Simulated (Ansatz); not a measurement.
## GaP (F-43m): thermal expansion from first principles

Wanted: α(T), C_P(T) and B(T) of GaP in the quasi-harmonic approximation.

Measurements to reproduce:
- volume expansion coefficient 15.9 1e-6/K, heat capacity C_P per formula unit 44.2 J/mol/K and bulk modulus 88.7 GPa near room temperature (given in “High-Throughput Prediction of Finite-Temperature Properties using the Quasi-Harmonic Approximation”, 2016, arXiv:1603.06924)

Program: Ansatz 0.2.0. Level of theory: DFT PBE, scalar-relativistic, plane waves, PAW, in the first sound run; inputs show where later runs differ. Results are calculated unless marked as measured.

Report form: the programs' logs are mostly left out.

## (1) Starting point

Symmetry: F-43m, No. 216, cubic system. Conventional cell: a = 5.451 Å, b = 5.451 Å, c = 5.451 Å, α = 90.00°, β = 90.00°, γ = 90.00°. Nearest to Ga lie 4 P at 2.36 Å. Nearest to P lie 4 Ga at 2.36 Å. Farther neighbours are not listed.

Coordinates:

```cif
data_structure
_symmetry_space_group_name_H-M 'F-43m'
_symmetry_Int_Tables_number 216
_cell_length_a 5.4505
_cell_length_b 5.4505
_cell_length_c 5.4505
_cell_angle_alpha 90.000
_cell_angle_beta 90.000
_cell_angle_gamma 90.000
_cell_volume 161.92
loop_
_atom_site_label
_atom_site_type_symbol
_atom_site_symmetry_multiplicity
_atom_site_Wyckoff_symbol
_atom_site_fract_x
_atom_site_fract_y
_atom_site_fract_z
_atom_site_occupancy
Ga1 Ga 4 a 0.00000 0.00000 0.00000 1
P1 P 4 d 0.25000 0.25000 0.75000 1
```

## (2) Probe on a coarse mesh

A cheap single point shows whether the cell is a metal or an insulator and how far it is from rest; that sets the k-mesh and the occupations of what follows.

Contents of input.yaml:

```yaml
crystal:
  lattice:
    - [0.0, 2.72525, 2.72525]
    - [2.72525, 0.0, 2.72525]
    - [2.72525, 2.72525, 0.0]
  atoms:
    - { symbol: Ga, position: [0.0, 0.0, 0.0] }
    - { symbol: P, position: [0.25, 0.25, 0.25] }
kpoints:
  mp_grid: { grid: [6, 6, 6] }
hamiltonian:
  xc: pbe
scf:
  occupations: { method: gaussian, width: 0.1 }
output:
  forces: true
  stress: true
  eigenvalues: true
```

The run is started by

```console
$ ansatz run input.yaml --threads 4 --pin off --max-ram 16384MiB --backend cpu --events-out ev --progress --plain --runs-dir out
```

It took 0.49 s on 4 threads of Arm Neoverse V1, shared host; peak memory 0.29 GiB; 1.4 s of CPU time.

This step gave:

- pressure: 2.532 GPa
- gap on the k-mesh: 1.651 eV
- volume per atom: 20.24 Å³

The start is under 2.5 GPa at this level and looks like an insulator or semiconductor on this mesh.

## (3) Relaxation

Phonons are second derivatives about a minimum, so cell and atoms are relaxed first, inside the symmetry of the start.

input.yaml, the sections that differ from step 2:

```yaml
kpoints:
  mp_grid: { grid: [8, 8, 8] }
scf:
  occupations: { method: gaussian, width: 0.02 }
output:
  forces: true
  stress: true
  eigenvalues: true
  write_density: true
  write_potential: true
  elf: true
  volumetric_format: npy
relax:
  adjacent_minimum: "off"
  f_tol: 0.005
  max_steps: 80
  cell: { stress_tol: 0.05 }
# crystal, hamiltonian: as in step 2
```

It took 2.9 s on 4 threads; peak memory 0.34 GiB; 10 s of CPU time.

Relaxation path:

| step | energy less that of the first step (eV) | largest force component (eV/Å) | pressure (GPa) | volume (Å³) |
| --- | --- | --- | --- | --- |
| 1 | 0.0000 | 0.0000 | 2.51 | 40.48 |
| 2 | -0.0084 | 0.0000 | 0.75 | 41.33 |
| 3 | -0.0092 | 0.0000 | 0.04 | 41.71 |
| 4* | -0.0095 | 0.0000 | 0.04 | 41.71 |

Relaxation steps marked * repeat the geometry before them on a plane-wave basis chosen anew for their cell, so energy and pressure can jump there.

The run keeps the 24 symmetry operations that it works with, so distortions that break them were not tested.

| conventional cell, symmetrised | before | after | change |
| --- | --- | --- | --- |
| a (Å) | 5.451 | 5.505 | +1.0 % |
| b (Å) | 5.451 | 5.505 | +1.0 % |
| c (Å) | 5.451 | 5.505 | +1.0 % |
| volume (Å³/atom) | 20.24 | 20.85 | +3.0 % |

Final coordinates:

```cif
data_structure
_symmetry_space_group_name_H-M 'P 1'
_symmetry_Int_Tables_number 1
_cell_length_a 3.8927
_cell_length_b 3.8927
_cell_length_c 3.8927
_cell_angle_alpha 60.000
_cell_angle_beta 60.000
_cell_angle_gamma 60.000
_cell_volume 41.71
loop_
_atom_site_label
_atom_site_type_symbol
_atom_site_fract_x
_atom_site_fract_y
_atom_site_fract_z
_atom_site_occupancy
Ga1 Ga 0.00000 0.00000 0.00000 1
P2 P 0.25000 0.25000 0.25000 1
```

This step gave:

| Item | Value |
| --- | --- |
| pressure | 0.04192 GPa |
| gap on the k-mesh | 1.583 eV |
| volume per atom | 20.85 Å³ |

Valence density in the ac plane of a cell with a along [110], b along [-110] and c along [001] of the cube at fractional y = 0.000, with atoms of Ga and P within 0.2 Å of it. It is the smooth field of the valence electrons, not physical close to the nuclei.

Ten steps, logarithmic in the rise over the least value, from '0' (0 e/Å³) to '9' (35 e/Å³), each cell a mean:
```
8521111113785211111137
4212222212342122222123
1112211221111122112211
0012101211000121012110
0011111210000111112100
0001122100000011221000
0000111000000001110000
0000000000000000000000
0000000000000000000000
0000000000000000000000
0000000000000000000000
0000000000000000000000
2100000001121000000011
6310000012563100000125
9621000014896210000148
```
Columns run along a (7.8 Å), rows up along c (5.5 Å), edges of the conventional cell, whose origin can differ from the input's. Atoms in or near the plane, at fractional coordinates: Ga at (0.50, 0.00), Ga at (0.00, 0.00), P at (0.75, 0.75), P at (0.25, 0.75).

Electrostatic potential energy in the ac plane of a cell with a along [110], b along [-110] and c along [001] of the cube at fractional y = 0.000, with atoms of Ga and P within 0.2 Å of it. With pseudopotentials it is smooth inside the atoms' cores, unlike the true potential.

Ten even steps from '0' (-55 eV) to '9' (11 eV), each cell a mean:
```
6678989986566789899865
6688756887666887568876
8887201588888872015888
9996000389999960003899
9997201589999972015899
9998655799999986557999
9999989999999999899999
9999999999999999999999
9999999999999999999999
9999999999999999999999
9999999999999999999999
9999999999999999999999
7789999998777899999987
5679999986656799999866
6568999986665689999866
```
Columns run along a (7.8 Å; values clipped at the 3rd and 97th percentile), rows up along c (5.5 Å), edges of the conventional cell, whose origin can differ from the input's. Atoms in or near the plane, at fractional coordinates: Ga at (0.50, 0.00), Ga at (0.00, 0.00), P at (0.75, 0.75), P at (0.25, 0.75).

ELF in the ac plane of a cell with a along [110], b along [-110] and c along [001] of the cube at fractional y = 0.000, with atoms of Ga and P within 0.2 Å of it. It is the smooth field of the valence electrons, not physical close to the nuclei.

Ten even steps from '_' (0.01) to '@' (0.88), each cell a mean:
```
__..--**%%%%%%##==::____..--**%%%%%%##==::__
..::++@@@@%%%%@@##--::..::++@@@@%%%%@@##--::
::==%%@@##::==@@@@**--::==%%@@##::==@@@@**--
::++%%%%--____##@@##--::++%%%%--____##@@##--
..--**##==::--**##++::..--**##==::--**##++::
__..==##%%######**--____..==##%%######**--__
____::++##%%##**--..______::++##%%##**--..__
______::==++==--..__________::==++==--..____
________......________________......________
____________________________________________
....______________........______________....
::::..__________..::::::::..__________..::::
::::::..______..::::::::::::..______..::::::
__..::::......::::::..__..::::......::::::..
..__::--========--..__..__::--========--..__
```
Columns run along a (7.8 Å), rows up along c (5.5 Å), edges of the conventional cell, whose origin can differ from the input's. Atoms in or near the plane, at fractional coordinates: Ga at (0.50, 0.00), Ga at (0.00, 0.00), P at (0.75, 0.75), P at (0.25, 0.75).

The relaxation ends with a pressure of 0.04 GPa.

## (4) Tight relaxation

The relaxation is repeated with tighter thresholds on force and stress, since phonons are sensitive to what is left; a change of mesh or smearing in the input moves the cell too.

Contents of input.yaml:

```yaml
crystal:
  lattice:
    - [0.0, 2.7525367976, 2.7525367976]
    - [2.7525367976, 0.0, 2.7525367976]
    - [2.7525367976, 2.7525367976, 0.0]
  atoms:
    - { symbol: Ga, position: [0.0, 0.0, 0.0] }
    - { symbol: P, position: [0.25, 0.25, 0.25] }
kpoints:
  mp_grid: { grid: [8, 8, 8] }
hamiltonian:
  xc: pbe
scf:
  occupations: { method: fixed }
output:
  forces: true
  stress: true
  eigenvalues: true
relax:
  adjacent_minimum: "off"
  f_tol: 0.001
  max_steps: 60
  cell: { stress_tol: 0.01 }
```

Elapsed: 2.6 s, on 4 threads; peak memory 0.33 GiB; 9.1 s of CPU time.

Little changed from the start: no atom moved by 0.005 Å and no cell edge by 0.1 %.

Numbers from this step:

```
pressure          : -8.11e-5 GPa
gap on the k-mesh : 1.578 eV
volume per atom   : 20.87 Å³
```

The residual pressure is -8.1e-5 GPa, small enough for phonons.

## (5) A new level, relaxed again

The functional, the potentials or the cutoff change, so the crystal is relaxed again at the new setting.

This step: DFT PBE+D3(BJ), scalar-relativistic, plane waves, PAW (Ansatz 0.2.0).

input.yaml, the sections that differ from step 4:

```yaml
crystal:
  lattice:
    - [0.0, 2.7530369335, 2.7530369335]
    - [2.7530369335, 0.0, 2.7530369335]
    - [2.7530369335, 2.7530369335, 0.0]
  atoms:
    - { symbol: Ga, position: [0.0, 0.0, 0.0] }
    - { symbol: P, position: [0.25, 0.25, 0.25] }
hamiltonian:
  xc: pbe
  dispersion: d3bj
# kpoints, scf, output, relax: as in step 4
```

Run time: 3.3 s. Hardware: 4 threads; peak memory 0.33 GiB; 12 s of CPU time.

Relaxation path:

```
step  energy less that of the first step (eV)  largest force component (eV/Å)  pressure (GPa)  volume (Å³)
   1                                   0.0000                          0.0000           -2.57        41.73
   2                                  -0.0105                          0.0000           -0.77        40.76
   3                                  -0.0115                          0.0000            0.05        40.36
   4                                  -0.0115                          0.0000            0.00        40.38
  5*                                  -0.0112                          0.0000            0.00        40.38
```

Relaxation steps marked * repeat the geometry before them on a plane-wave basis chosen anew for their cell, so energy and pressure can jump there.

Forces are held to the 24 operations that the run works with; a distortion that breaks them can't arise in this run.

```
conventional cell, symmetrised  before  after  change
                         a (Å)   5.506  5.446  -1.1 %
                         b (Å)   5.506  5.446  -1.1 %
                         c (Å)   5.506  5.446  -1.1 %
              volume (Å³/atom)   20.87  20.19  -3.2 %
```

The relaxed structure:

```xyz
2
Lattice="0.0000 2.7229 2.7229 2.7229 0.0000 2.7229 2.7229 2.7229 0.0000" Properties=species:S:1:pos:R:3 pbc="T T T"
Ga    0.0000    0.0000    0.0000
P     1.3615    1.3615    1.3615
```

This step gave:

```
pressure          : -0.001964 GPa
gap on the k-mesh : 1.638 eV
volume per atom   : 20.19 Å³
```

The residual pressure is -0.0020 GPa, small enough for phonons.

Between step 4 and this run (PBE D3(BJ)) the value for the gap on the k-mesh moves from 1.58 eV to 1.64 eV.

## (6) Phonons on strained cells

The study relaxes the crystal at several strains, solves the phonons on some of them and minimises the free energy at each temperature (static energy, vibrations, the electrons in a metal, and PV under a set pressure); the q-mesh sets how far the force constants reach.

input.yaml, the sections that differ from step 5:

```yaml
crystal:
  lattice:
    - [0.0, 2.7229360735, 2.7229360735]
    - [2.7229360735, 0.0, 2.7229360735]
    - [2.7229360735, 2.7229360735, 0.0]
  atoms:
    - { symbol: Ga, position: [0.0, 0.0, 0.0] }
    - { symbol: P, position: [0.25, 0.25, 0.25] }
output:
  eigenvalues: true
phonons:
  method: dfpt
  qmesh: [4, 4, 4]
  temperatures: { t_max: 800.0, t_step: 50 }
  thermal_expansion: {}
# kpoints, hamiltonian, scf: as in step 5
# relax: removed
```

The job ended after 8.3 min (4 threads; peak memory 1.2 GiB; 32 min of CPU time).

Numbers from this step:

```
pressure                                         : -0.004416 GPa
volume expansion coefficient at 298 K            : 15.56 1e-6/K
C_P at 298 K                                     : 21.84 J/mol-atom/K
entropy at 298 K                                 : 26.28 J/mol-atom/K
isothermal bulk modulus at 298 K                 : 80.7 GPa
Grüneisen parameter at 298 K                     : 0.7059
volume at 298 K                                  : 20.33 Å³/atom
principal linear expansion coefficients at 298 K : 5.186, 5.186, 5.186 1e-6/K
```

Strained cells of the study; zero-point energy where phonons were solved; the pressures are stresses at a fixed cutoff and can carry an offset from the finite basis. Expansion cells, by row:

```
cell  |a| (Å)  |b| (Å)  |c| (Å)  V (Å³/atom)  E - E_lowest (meV/atom)  pressure, compression positive (GPa)  gap (eV)  zero-point energy (meV/atom)
   1    3.851    3.851    3.851        20.19                        0                                -0.023     1.638                             -
   2    3.882    3.882    3.882        20.68                    2.974                                -1.923      1.61                             -
   3     3.82     3.82     3.82        19.71                     3.07                                 2.092     1.598                             -
   4    3.851    3.851    3.851        20.19                    0.001                                -0.039     1.639                         46.02
   5     3.87     3.87     3.87         20.5                    1.207                                -1.251     1.636                         45.28
   6     3.86     3.86     3.86        20.34                    0.301                                -0.641      1.65                         45.66
   7    3.879    3.879    3.879        20.64                    2.551                                -1.788     1.615                         44.94
   8    3.813    3.813    3.813         19.6                    4.772                                 2.643     1.585                             -
   9    3.832    3.832    3.832        19.89                     1.16                                 1.258     1.614                             -
  10    3.893    3.893    3.893        20.87                    5.644                                -2.598     1.578                             -
```

Quasi-harmonic; a, b, c are the run's own cell vectors. Expansion, by row:

```csv
T (K),a (Å),b (Å),c (Å),alpha (deg),beta (deg),gamma (deg),cell volume (Å³/cell),alpha_a (1e-6/K),alpha_b (1e-6/K),alpha_c (1e-6/K),alpha_V (1e-6/K),C_P (J/mol-atom/K),C_V (J/mol-atom/K),S (J/mol-atom/K),B_T (GPa),B_S (GPa),Grueneisen,extrapolation,fit error (1e-6/K)
0,3.857,3.857,3.857,60,60,60,40.57,0,0,0,0,0,0,0,82.62,82.62,-,0,0
50,3.857,3.857,3.857,60,60,60,40.57,-0.13,-0.13,-0.13,-0.38,4.918,4.918,2.26,82.58,82.58,-0.078,0,0
100,3.857,3.857,3.857,60,60,60,40.57,1.12,1.12,1.12,3.36,11.12,11.11,7.649,82.38,82.39,0.304,0,0
150,3.857,3.857,3.857,60,60,60,40.58,2.76,2.76,2.76,8.29,15.83,15.82,13.11,82.04,82.09,0.525,0,0
200,3.858,3.858,3.858,60,60,60,40.6,3.94,3.94,3.94,11.81,18.84,18.82,18.11,81.62,81.74,0.626,0,0.01
250,3.859,3.859,3.859,60,60,60,40.63,4.7,4.7,4.7,14.09,20.7,20.65,22.53,81.16,81.35,0.677,0,0.01
298.1,3.86,3.86,3.86,60,60,60,40.66,5.19,5.19,5.19,15.56,21.84,21.77,26.28,80.7,80.96,0.706,0,0.01
300,3.86,3.86,3.86,60,60,60,40.66,5.2,5.2,5.2,15.6,21.88,21.81,26.42,80.68,80.95,0.707,0,0.01
350,3.861,3.861,3.861,60,60,60,40.69,5.56,5.56,5.56,16.67,22.66,22.57,29.85,80.2,80.54,0.726,0,0.01
400,3.862,3.862,3.862,60,60,60,40.72,5.82,5.82,5.82,17.45,23.2,23.09,32.91,79.7,80.11,0.739,0,0.02
450,3.863,3.863,3.863,60,60,60,40.76,6.02,6.02,6.02,18.06,23.6,23.46,35.67,79.21,79.69,0.748,0,0.01
500,3.864,3.864,3.864,60,60,60,40.8,6.18,6.18,6.18,18.55,23.89,23.73,38.17,78.71,79.26,0.756,0,0.01
550,3.865,3.865,3.865,60,60,60,40.84,6.32,6.32,6.32,18.97,24.12,23.93,40.46,78.21,78.83,0.762,0,0.01
600,3.867,3.867,3.867,60,60,60,40.88,6.44,6.44,6.44,19.33,24.3,24.09,42.57,77.7,78.4,0.767,0,0.01
650,3.868,3.868,3.868,60,60,60,40.92,6.55,6.55,6.55,19.66,24.45,24.21,44.52,77.2,77.96,0.772,0,0.01
700,3.869,3.869,3.869,60,60,60,40.96,6.65,6.65,6.65,19.95,24.58,24.31,46.34,76.7,77.53,0.776,0,0.02
750,3.87,3.87,3.87,60,60,60,41,6.74,6.74,6.74,20.23,24.68,24.39,48.04,76.19,77.09,0.78,0,0.03
800,3.872,3.872,3.872,60,60,60,41.04,6.83,6.83,6.83,20.49,24.77,24.46,49.63,75.69,76.66,0.783,0,0.04
```

Expansion coefficient against temperature; values in 1e-6/K:

```csv
temperature (K),volume,principal 1
0,0,0
50,-0.38,-0.13
100,3.36,1.12
150,8.29,2.76
200,11.8,3.94
250,14.1,4.7
298,15.6,5.19
300,15.6,5.2
350,16.7,5.56
400,17.4,5.82
450,18.1,6.02
500,18.6,6.18
550,19.0,6.32
600,19.3,6.44
650,19.7,6.55
700,19.9,6.65
750,20.2,6.74
800,20.5,6.83
```

At 298 K the volume expansion is 15.6 × 10⁻⁶/K and B_T is 80.7 GPa. The program raised the cutoff to 487.2 eV by itself: with no cutoff typed, the study takes about 1.16 times the default for its relaxations and scales it with the volume for the phonons.

## (7) Results

| Quantity | Value |
| --- | --- |
| settings of these figures | PBE+D3(BJ), 487.2 eV, k 8×8×8, q 4×4×4 |
| volume expansion coefficient at 298 K | 15.56 1e-6/K |
| C_P at 298 K | 21.84 J/mol-atom/K |
| entropy at 298 K | 26.28 J/mol-atom/K |
| isothermal bulk modulus at 298 K | 80.7 GPa |
| Grüneisen parameter at 298 K | 0.7059 |
| volume at 298 K | 20.33 Å³/atom |
| principal linear expansion coefficients at 298 K | 5.186, 5.186, 5.186 1e-6/K |

In words: Near room temperature GaP expands by 15.6 × 10⁻⁶/K in volume by PBE+D3(BJ), with C_P = 21.8 J/(mol K) per mole of atoms and B_T = 80.7 GPa. At low temperature the volume shrinks on warming, because modes with negative Grüneisen parameters outweigh the rest; the coefficient turns positive near 60 K. C_P at room temperature is 88 % of the classical 3R an atom, so the stiffest modes are still partly frozen out. A measured volume expansion coefficient near room temperature is 15.9 1e-6/K (arXiv:1603.06924); the calculated 15.6 1e-6/K differs by -2 %. A measured bulk modulus near room temperature is 88.7 GPa (arXiv:1603.06924); the calculated 80.7 GPa differs by -9 %. The table does not say whether its value is isothermal or adiabatic. A measured heat capacity per formula unit near room temperature is 44.2 J/mol/K (arXiv:1603.06924); the calculated 43.7 J/mol/K differs by -1 %. The interpolation has no quadrupole term, so branches near the zone centre are less sure, since this crystal has sites that are not centres of inversion. The dispersion term is taken with its C6 weights frozen at the crystal at rest, in the force constants and, in the expansion study, in the energies too.

[Logs are printed without paths, hosts, clocks, repeated set-up lines and the standing remarks that a program may print on its own settings, such as how far it seeks lower states.]

[Hosts, paths, dates, database ids (printed as entryN), source tags and the programs' standing remarks are cut or masked in the printed files.]

[A step with changed settings may run another functional than the one named; its input shows which.]
